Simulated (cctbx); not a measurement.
## Which space group?

Cell: a = 4.6890 Å, b = 4.6890 Å, c = 10.6980 Å, α = 90.00°, β = 90.00°, γ = 90.00°. Expected content of the cell: Pb4 Ir4 Er2.

Simulated single-crystal data (cctbx): Mo Kα, λ = 0.71073 Å, to d = 0.8 Å, 50 % of the full sphere, strongest reflection 40000 counts, noise from counting, a 3 % proportional error and a noise floor of 2 counts (s.d.); no absorption.

Tests on the unmerged data give:

```text
1022 reflections to d = 0.802 A
centring   violations  <I/sigma> of those
    A        245 of   512     10.7
    B        241 of   505     10.7
    C        266 of   519      9.8
    I          0 of   520      0.1
    R        331 of   689     10.6
    F        376 of   768     10.4
Laue class    unique    Rint  (classes that these axes allow; Friedel mates merged)
I 1 2/m 1         241   0.023
I 1 1 2/m         233   0.022
I 2/m 1 1         235   0.022
I m m m           148   0.025
I 4/m             127   0.025
I 4/m m m          89   0.026
space group    extra absences  I>4sigma  <I/sigma>
I 4 2 2                 0          0         -  acentric
I 4 m m                 0          0         -  acentric
I -4 m 2                0          0         -  acentric
I -4 2 m                0          0         -  acentric
I 4/m m m               0          0         -  centric
Wilson B = 1.23 A^2   <|E^2-1|> = 0.720 (0.968 centric, 0.736 acentric)   E^2>4: 1.1 %
shell (A)         n   <I/sigma>
 4.29 - 1.52     17     45.8
 1.52 - 1.21     14     53.8
 1.21 - 1.06     12     46.5
 1.06 - 0.97     12     51.0
 0.97 - 0.90     12     39.8
 0.90 - 0.85     11     46.7
 0.85 - 0.80     11     41.0
```

**Question.** What are the lattice type, the Laue class and the likely space group?

The reflections that I centring forbids are absent (⟨I/σ⟩ near 0), so the lattice is I.

Rint stays low (0.022 to 0.026) up to I 4/m m m, the highest class in these axes.

5 settings pass the absence test. No glide or screw absences show, which leaves I 4 2 2, I 4 m m, I -4 m 2, I -4 2 m and I 4/m m m.

⟨|E²−1|⟩ = 0.720 leans to a non-centrosymmetric structure. Here that hint misleads: the statistic assumes many like atoms on general positions, and few, heavy or special-position atoms break it. The Wilson B of 1.23 Å² means U ≈ 0.0156 Å².

The true group is I4/mmm (no. 139), Laue class 4/mmm, centrosymmetric. The tables only narrow the choice to the tied entries; cell content, site symmetry and trial solutions must settle it.

The model was made for the exercise: a known structure type with other elements put in, its volume estimated, not relaxed; displacement parameters are assumed.

[Logs are printed without paths, hosts, clocks, repeated set-up lines and the standing remarks that a program may print on its own settings, such as how far it seeks lower states.]
